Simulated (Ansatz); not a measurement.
**CsPbI2Br (P4/mmm): G0W0 under other settings**

A base run on CsPbI2Br (P4/mmm), then changed inputs.

Main program and level: Ansatz 0.2.0; G0W0 on PBE, plane waves, PAW; PAW set soft_1.

## Step 1: Starting point

The structure is tetragonal, space group P4/mmm (No. 123). The conventional cell has a = 6.375 Å, b = 6.375 Å, c = 5.962 Å, α = 90.00°, β = 90.00°, γ = 90.00°. Cs has 8 I at 4.36 Å and 4 Br at 4.51 Å nearest. Nearest to Pb lie 2 Br at 2.98 Å and 4 I at 3.19 Å. Nearest to I lie 2 Pb at 3.19 Å and 4 Cs at 4.36 Å. Nearest to Br lie 2 Pb at 2.98 Å and 4 Cs at 4.51 Å. Farther neighbours and most contacts between anions are not listed.

The cell and positions are those that the Materials Project relaxed with its own functionals (PBE, PBE+U or r2SCAN), kept fixed. Spin-orbit coupling is left out unless a step names it.

## Step 2: The base run: 2×2×2 mesh, 469 empty bands, screening to 90 eV, PAW set soft_1 files

Now the one-shot GW correction: screening in the RPA, then the self-energy of the levels asked for. This step takes PAW set soft_1 files.

Input file input.yaml:

```yaml
crystal:
  lattice:
    - [6.375296, 0.0, 0.0]
    - [0.0, 6.375296, 0.0]
    - [0.0, 0.0, 5.96222]
  atoms:
    - { symbol: Cs, position: [0.5, 0.5, 0.5] }
    - { symbol: Pb, position: [0.0, 0.0, 0.0] }
    - { symbol: I, position: [0.0, 0.5, 0.0] }
    - { symbol: I, position: [0.5, 0.0, 0.0] }
    - { symbol: Br, position: [0.0, 0.0, 0.5] }
kpoints:
  mp_grid: { grid: [2, 2, 2] }
hamiltonian:
  xc: pbe
  pseudopotentials: { kind: paw, azcp: { folder: soft_1 } }
scf:
  occupations: { method: fixed }
gw:
  n_empty_bands: 469
  ecut_chi: 90
  qp_bands: [v2, c2]
  qp_kpoints: band_edges
  screening: { model: contour_deformation }
```

The run is started by

```
$ ansatz run input.yaml --threads 2 --pin off --max-ram 92160MiB --backend cuda --events-out ev --progress --plain --runs-dir out --devices 1 --max-vram 13GiB
```

Numbers of over 12 decimals in the logs are rounded to 6 here.

Output:

```text
GPUs: using 1 of 1 available (devices: 1).
Engine: ansatz 0.2.0, x86_64-unknown-linux-gnu
Pseudopotentials: kind: paw
Pseudopotential: Cs, paw, valence charge 9, recommended cutoff 420 eV (normal), soft_1/Cs.paw.azcp
Pseudopotential: Pb, paw, valence charge 14, recommended cutoff 420 eV (normal), soft_1/Pb.paw.azcp
Pseudopotential: I, paw, valence charge 17, recommended cutoff 420 eV (normal), soft_1/I.paw.azcp
Pseudopotential: Br, paw, valence charge 7, recommended cutoff 420 eV (normal), soft_1/Br.paw.azcp
Functional definition: PBE
  parameter kappa = 0.804
  parameter beta = 0.066725
  exchange = pbe_x(kappa = kappa, mu = beta*pi^2/3)
  correlation = pbe_c(beta = beta)
device memory: the entry about to start is reckoned to put 1.9 GiB on a device that reports 61.0 GiB free (of which the cap on the GPU budget leaves the run 13.0 GiB)
GPU FFT provider: cuFFT
GPU libraries: cuBLAS 13.8.2, cuFFT 12.4.0, cuSOLVER 12.3.4
Crystal: 5 atoms, lattice volume = 242.331 Å³
Basis set: ecut = 420 eV, 4695 PW (Γ)
Bands: 39, of which v1, the nominal top of the filled ones, is band 32 counted from 1 (31 counted from 0)
Symmetry: 16 space group operations
Space group: P4/mmm (ITA 123), of the structure as read, at distance tolerance 6.2e-5 Å
k-points: 6 of 8
Non-local potential: Cs, projectors of the file, l = 0: 3, l = 1: 2, l = 2: 2, l = 3: 2
Non-local potential: Pb, projectors of the file, l = 0: 2, l = 1: 2, l = 2: 2, l = 3: 1
Non-local potential: I, projectors of the file, l = 0: 2, l = 1: 2, l = 2: 2, l = 3: 1
Non-local potential: Br, projectors of the file, l = 0: 2, l = 1: 2, l = 2: 2
PAW form: soft (Blöchl's): semilocal exchange-correlation on the pseudo side does not see the compensation charge
PAW one-centre angular grid: Cs, 194 points (default); XC on 64 Gauss nodes
PAW one-centre angular grid: Pb, 590 points (default); XC on 64 Gauss nodes
PAW one-centre angular grid: I, 590 points (default); XC on 64 Gauss nodes
PAW one-centre angular grid: Br, 110 points (default); XC on 64 Gauss nodes
Initial density: superposition of atomic densities (chi_scale 0.1, normalization cell, long waves kept (reshape's long-wave potential 0.01 eV rms))
Initial wavefunctions: pseudopotential atomic-orbital guess
GPU buffer pool allocated for 81000 grid points (all kernels)
GPU transforms: local potential and band sums: pruned to the plane-wave sphere, on 45×45×40
Functional: x = pbe(κ = 0.804, μ = 0.219515), c = pbe(β = 0.066725)
SCF iter   1: F=—  HF=-35395.072494 eV  |F-HF|=—  |Δ(HF+E_count)|=         —  Δρ=1.90e-2  dr2=2.51e0  ethr=3.10e-3  ⟨swp⟩=5.7  Hψ=871  notcnv=0  defer=24
preconditioner: auto → Resta (q_TF=auto, 2.185 Å⁻¹)  ε∞=3.1  [insulator: Δε(μ)=1.456 eV  Ē_g=8.912 eV  n_scr=32 (ndim 8)  ℏωp=13.1 eV  f_vac=0.067  ε∞_Penn≈3.1]
[...]
NSCF: frozen V_eff on 6 k-points
[...]
device memory: the entry about to start is reckoned to put 3.6 GiB on a device that reports 58.6 GiB free (of which the cap on the GPU budget leaves the run 13.0 GiB)
NSCF: frozen V_eff on 6 k-points
G₀W₀ screening: q 1/6
[... further progress lines ...]
SCF converged after 8 iterations
Free energy (F): -35393.867935 eV
Harris-Foulkes:  -35393.867935 eV  (|F-HF|=8.18e-8)
Internal energy: -35393.867935 eV  (E = F + TS)
E sigma→0 (E₀):  -35393.867935 eV
Fermi energy:    3.683223 eV
--- Per-component energies (eV) ---
  E_band       = -1024.951834
  E_kinetic    = 885.397896
  E_local      = -7383.901773  (includes V_loc(G=0)·N_el)
  E_nonlocal   = 611.247282
  E_hartree    = 3202.559452
  E_xc         = -799.551101
  E_vxc        = -607.847662  (∫ρ·V_xc dr)
  E_paw        = -27332.012094  (= ΣΔE_a)
  E_vpaw       = -934.949838  (= ΣTr[D̂ρ^β])
  E_aug_tail   = -0.004998  (compensation charges beyond the density's cutoff)
  E_ewald      = -4577.602600
  E_smearing   = -0.000000  (= −TS)
  E_closure    = 0.000000  (closes the sum)
  Σ components = -35393.867935   (vs F -35393.867935, Δ=0.00e0)
--- Band table (eV; the first three rows and the last of 6) ---
  k-point 0: bands = [... 28 lower, 2.4293, 2.4445, 2.4681, 2.4681, 6.8616, 7.7513, 8.1541, 8.3221, ... 3 higher]
  k-point 1: bands = [... 28 lower, 2.2455, 2.3860, 2.3860, 2.5413, 6.1573, 8.5969, 8.6076, 8.8281, ... 3 higher]
  k-point 2: bands = [... 28 lower, 2.1895, 2.2735, 2.3795, 2.7740, 5.8605, 8.1421, 8.6931, 8.7143, ... 3 higher]
  k-point 5: bands = [... 28 lower, 2.7414, 2.7414, 2.8915, 3.6832, 5.0791, 5.0791, 5.2618, 7.8808, ... 3 higher]
--- G₀W₀: contour deformation, 7 samples at zero and on the imaginary axis and 1 off it, 8 q-points, 469 empty bands' worth ---
  eigenvalues of the whole cell's RPA ε∞ on this k-mesh (on a slab, of 1 + 4πα/V) = 9.4010, 14.2153, 14.2153; static W/v taken at q = 0 is 0.080322
  gw.qp_kpoints: band_edges: 6 of 6 stored k-points solved, in 1 pass; an edge of the gap read off the rows below is read off those points alone
    ik  band        ε_KS         Σx   Σc(E_QP)       V_xc       Z   E_QP_lin       E_QP  E_QP is
     0    31      2.4681   -17.1570     2.3718   -13.9649  0.7269     1.6176     1.6477  root
     0    32      2.4681   -17.1570     2.3718   -13.9649  0.7269     1.6176     1.6477  root
     0    33      6.8616    -3.4984    -3.4369    -6.9462  0.7910     6.8725     6.8725  root
     0    34      7.7513    -3.1570    -3.4033    -6.6531  0.7888     7.8444     7.8441  root
     1    31      2.3860   -16.7770     2.3607   -13.5801  0.7263     1.5177     1.5498  root
     1    32      2.5413   -19.7884     2.4493   -16.6725  0.7239     1.8563     1.8748  root
     1    33      6.1573    -8.4872    -3.8245   -12.6643  0.7462     6.5143     6.5099  root
     1    34      8.5969    -3.7369    -3.5437    -7.2953  0.7782     8.6115     8.6115  root
[...]
5    31      2.8915   -17.3963     2.2767   -14.3054  0.7319     2.0494     2.0774  root
     5    32      3.6832   -18.2928     1.4801   -16.2596  0.7474     3.1199     3.1301  root
     5    33      5.0791    -7.7948    -3.5334   -11.5894  0.7596     5.3424     5.3404  root
     5    34      5.0791    -7.7948    -3.5334   -11.5894  0.7596     5.3424     5.3404  root
```

The job ended after 12 s (1 × NVIDIA H100 80GB HBM3 (shared by 6 runs) with 2 threads of AMD EPYC 7R13 (Zen 3), shared host; peak memory 1.7 GiB).

The column dr2 measures how far the density is from self-consistency, as an energy; F and HF (Harris–Foulkes) agree once it is small.

This step gave:

| Quantity | Value |
| --- | --- |
| bands summed | 501 |
| RPA ε∞ on this mesh (eigenvalues) | 9.401, 14.22, 14.22 |
| plane waves in the screening matrix | 461 |
| q-points in the mesh | 8 |
| G0W0 gap on the mesh | 2.210 eV |
| k of the valence top | -0.5, -0.5, -0.5 |
| k of the conduction bottom | -0.5, -0.5, -0.5 |
| starting gap on the mesh | 1.396 eV |
| Z at the valence top | 0.7474 |
| Z at the conduction bottom | 0.7596 |
| least direct G0W0 gap on the computed points | 2.210 eV |

The gap on the mesh goes from 1.40 eV to 2.21 eV, a correction of +0.81 eV. Between the two edge states, bare exchange in place of the xc potential would open the gap by 5.83 eV, and correlation takes back 5.01 eV.

## Step 3: Variant: low screening cutoff

input.yaml, as its differences from that of step 2:

```diff
@@ -19,4 +19,4 @@
 gw:
-  n_empty_bands: 469
-  ecut_chi: 90
+  n_empty_bands: 723
+  ecut_chi: 55
   qp_bands: [v2, c2]
```

Output:

```text
GPUs: using 1 of 1 available (devices: 1).
[...]
GPU FFT provider: cuFFT
GPU libraries: cuBLAS 13.8.2, cuFFT 12.4.0, cuSOLVER 12.3.4
Crystal: 5 atoms, lattice volume = 242.331 Å³
Basis set: ecut = 420 eV, 4695 PW (Γ)
Bands: 39, of which v1, the nominal top of the filled ones, is band 32 counted from 1 (31 counted from 0)
Symmetry: 16 space group operations
[...]
k-points: 6 of 8
[...]
GPU buffer pool allocated for 81000 grid points (all kernels)
[...]
SCF iter   1: F=—  HF=-35395.072494 eV  |F-HF|=—  |Δ(HF+E_count)|=         —  Δρ=1.90e-2  dr2=2.51e0  ethr=3.10e-3  ⟨swp⟩=5.7  Hψ=871  notcnv=0  defer=24
[...]
SCF iter   8: F=-35393.867935 eV  HF=-35393.867935 eV  |F-HF|=8.18e-8  |Δ(HF+E_count)|=   4.95e-7  Δρ=4.29e-6  dr2=6.25e-8  ethr=1.56e-10  ⟨swp⟩=13.2  Hψ=1435  notcnv=0
SCF 1 converged in 8 iterations: F = -35393.867935 eV  dr2 = 6.25e-8
[...]
NSCF: frozen V_eff on 6 k-points
[...]
G₀W₀ screening: q 1/6
[... further progress lines ...]
SCF converged after 8 iterations
Free energy (F): -35393.867935 eV
[...]
Internal energy: -35393.867935 eV  (E = F + TS)
E sigma→0 (E₀):  -35393.867935 eV
Fermi energy:    3.683223 eV
[...]
--- Band table (eV; the first three rows and the last of 6) ---
  k-point 0: bands = [... 28 lower, 2.4293, 2.4445, 2.4681, 2.4681, 6.8616, 7.7513, 8.1541, 8.3221, ... 3 higher]
  k-point 1: bands = [... 28 lower, 2.2455, 2.3860, 2.3860, 2.5413, 6.1573, 8.5969, 8.6076, 8.8281, ... 3 higher]
  k-point 2: bands = [... 28 lower, 2.1895, 2.2735, 2.3795, 2.7740, 5.8605, 8.1421, 8.6931, 8.7143, ... 3 higher]
  k-point 5: bands = [... 28 lower, 2.7414, 2.7414, 2.8915, 3.6832, 5.0791, 5.0791, 5.2618, 7.8808, ... 3 higher]
[...]
0    31      2.4681   -17.1570     2.4583   -13.9649  0.7296     1.7113     1.7342  root
     0    32      2.4681   -17.1570     2.4583   -13.9649  0.7296     1.7113     1.7342  root
     0    33      6.8616    -3.4984    -3.4766    -6.9462  0.7907     6.8329     6.8328  root
     0    34      7.7513    -3.1570    -3.4264    -6.6531  0.7888     7.8212     7.8210  root
     1    31      2.3860   -16.7770     2.4444   -13.5801  0.7289     1.6088     1.6335  root
     1    32      2.5413   -19.7884     2.5289   -16.6725  0.7273     1.9405     1.9543  root
     1    33      6.1573    -8.4872    -3.8121   -12.6643  0.7470     6.5270     6.5223  root
     1    34      8.5969    -3.7369    -3.5697    -7.2953  0.7781     8.5855     8.5855  root
[...]
5    31      2.8915   -17.3963     2.3718   -14.3054  0.7347     2.1518     2.1724  root
     5    32      3.6832   -18.2928     1.5823   -16.2596  0.7502     3.2258     3.2323  root
     5    33      5.0791    -7.7948    -3.5274   -11.5894  0.7601     5.3485     5.3464  root
     5    34      5.0791    -7.7948    -3.5274   -11.5894  0.7601     5.3485     5.3464  root
```

Run time: 20 s. Hardware: 1 × NVIDIA H100 80GB HBM3 (shared by 6 runs) with 2 threads; peak memory 1.7 GiB.

Against the base:

```tsv
setting	base	variant
empty bands	469	723
screening cutoff (eV)	90	55
```

```tsv
quantity	variant	base
starting gap on the mesh	1.396	1.396
G0W0 gap on the mesh	2.114	2.210
least direct G0W0 gap on the computed points	2.114	2.210
Z at the valence top	0.750	0.747
Z at the conduction bottom	0.760	0.760
```

## Step 4: Variant: static remainder

This step: G0W0 on PBE, plane waves, norm-conserving pseudopotentials.

input.yaml, the sections that differ from step 3:

```yaml
hamiltonian:
  xc: pbe
  pseudopotentials: { kind: nc }
gw:
  n_empty_bands: 255
  ecut_chi: 100
  qp_bands: [v2, c2]
  qp_kpoints: band_edges
  screening: { model: contour_deformation }
  static_remainder: true
# crystal, kpoints, scf: as in step 3
```

Output:

```text
Warning: gw takes pair_densities: pseudo, which can misplace gaps by tens of per cent, since gw.static_remainder lacks the terms of the atoms
GPUs: using 1 of 1 available (devices: 1).
[...]
GPU FFT provider: cuFFT
GPU libraries: cuBLAS 13.8.2, cuFFT 12.4.0, cuSOLVER 12.3.4
Crystal: 5 atoms, lattice volume = 242.331 Å³
Basis set: ecut = 952.398519 eV, 16075 PW (Γ)
Bands: 27, of which v1, the nominal top of the filled ones, is band 22 counted from 1 (21 counted from 0)
Symmetry: 16 space group operations
[...]
k-points: 6 of 8
[...]
GPU buffer pool allocated for 331776 grid points (all kernels)
[...]
SCF iter   1: F=—  HF=-3780.386266 eV  |F-HF|=—  |Δ(HF+E_count)|=         —  Δρ=1.71e-2  dr2=2.66e0  ethr=3.10e-3  ⟨swp⟩=6.0  Hψ=723  notcnv=0  defer=16
[...]
SCF iter   7: F=-3779.052073 eV  HF=-3779.052073 eV  |F-HF|=7.06e-8  |Δ(HF+E_count)|=   3.56e-6  Δρ=5.79e-6  dr2=8.27e-8  ethr=2.27e-10  ⟨swp⟩=14.7  Hψ=1047  notcnv=0
SCF 1 converged in 7 iterations: F = -3779.052073 eV  dr2 = 8.27e-8
[...]
G₀W₀ screening: q 1/6
[... further progress lines ...]
SCF converged after 7 iterations
Free energy (F): -3779.052073 eV
[...]
Internal energy: -3779.052073 eV  (E = F + TS)
E sigma→0 (E₀):  -3779.052073 eV
Fermi energy:    3.019540 eV
[...]
--- Band table (eV; the first three rows and the last of 6) ---
  k-point 0: bands = [... 18 lower, 1.7663, 1.7817, 1.8055, 1.8055, 6.1965, 7.0895, 7.4924, 7.6617, ... 1 higher]
  k-point 1: bands = [... 18 lower, 1.5823, 1.7230, 1.7230, 1.8772, 5.4830, 7.9332, 7.9451, 8.1528, ... 1 higher]
  k-point 2: bands = [... 18 lower, 1.5277, 1.6107, 1.7164, 2.1130, 5.1860, 7.4781, 8.0298, 8.0537, ... 1 higher]
  k-point 5: bands = [... 18 lower, 2.0793, 2.0793, 2.2293, 3.0195, 4.4061, 4.4061, 4.5897, 7.2172, ... 1 higher]
[...]
static-remainder magnitude (band-truncation diagnostic): 0.4958 eV
  bands read: the sum over 277 bands ends inside a degenerate multiplet in 2 slots, whose members it reads at an even weight; the widest, k=1: bands 277 to 278 (counted from 1) at 1/2 each
[...]
0    21      1.8055   -14.2543     2.3104   -11.0455  0.7235     0.8691     0.9071  root
     0    22      1.8055   -14.2543     2.3104   -11.0455  0.7235     0.8691     0.9071  root
     0    23      6.1965    -2.3489    -3.4729    -5.7260  0.7903     6.1009     6.1006  root
     0    24      7.0895    -2.5732    -3.4243    -6.0035  0.7874     7.0955     7.0955  root
     1    21      1.7230   -13.9770     2.3057   -10.7664  0.7228     0.7789     0.8182  root
     1    22      1.8772   -16.4678     2.2794   -13.3468  0.7226     1.0037     1.0357  root
     1    23      5.4830    -7.0370    -3.3199   -10.3548  0.7441     5.4810     5.4810  root
     1    24      7.9332    -2.5853    -3.5854    -6.0811  0.7768     7.8439     7.8436  root
[...]
5    21      2.2293   -14.2808     2.2013   -11.1812  0.7282     1.2951     1.3310  root
     5    22      3.0195   -14.9124     1.3652   -12.6415  0.7440     2.0810     2.1140  root
     5    23      4.4061    -6.5338    -3.0696    -9.5544  0.7572     4.3572     4.3571  root
     5    24      4.4061    -6.5338    -3.0696    -9.5544  0.7572     4.3572     4.3571  root
```

It took 14 s on 1 × NVIDIA H100 80GB HBM3 (shared by 6 runs) with 2 threads; peak memory 1.9 GiB.

Against the base:

```tsv
setting	base	variant
files	PAW set soft_1	norm-conserving
empty bands	469	255
screening cutoff (eV)	90	100
static remainder	-	true
```

```tsv
quantity	variant	base
starting gap on the mesh	1.387	1.396
G0W0 gap on the mesh	2.243	2.210
least direct G0W0 gap on the computed points	2.243	2.210
Z at the valence top	0.744	0.747
Z at the conduction bottom	0.757	0.760
```

## Step 5: What came out

```
base                 : 2.21 eV, 12 s
low screening cutoff : 2.11 eV, 20 s
static remainder     : 2.24 eV, 14 s
```

**Reading.** Low screening cutoff: the gap moves by −0.10 eV; such settings are too crude to quote. The variant differs from the base in empty bands and screening cutoff together, so the change can't be laid to one of them. Static remainder: the gap moves by +0.03 eV (the plane-wave cutoff goes from 420 to 952.399 eV); such settings are too crude to quote. The variant differs from the base in files, empty bands, screening cutoff and static remainder together, so the change can't be laid to one of them. This option needs pseudo pair densities, which the log warns can misplace gaps. All runs here use a coarse mesh and modest cutoffs; they test settings and are not final values. The 2×2×2 mesh is coarse for this cell (its supercell is 12 Å along the shortest edge). The RPA ε∞ on it, from the PBE start, is 9.40 and 14.22; such meshes misread the long-range screening, most where the gap is narrow. Where an edge is built on 6p states of lead, bismuth or thallium, scalar-relativistic gaps usually stand too wide, by a few tenths to over one eV. The many-body steps are scalar-relativistic: spin-orbit coupling is not in them.

[Paths, hosts, dates, memory and timing lines, banners, echoed tables and standing remarks are left out of the program output.]

[Logs are printed without paths, hosts, clocks, repeated set-up lines and the standing remarks that a program may print on its own settings, such as how far it seeks lower states.]

[Runs of the session that timed out or met a known fault of the program may be left out.]

[Cells called generated may have been cut or substituted from an entry of the Crystallography Open Database or the Materials Project.]

[Hosts, paths, dates, database ids (printed as entryN), source tags and the programs' standing remarks are cut or masked in the printed files.]
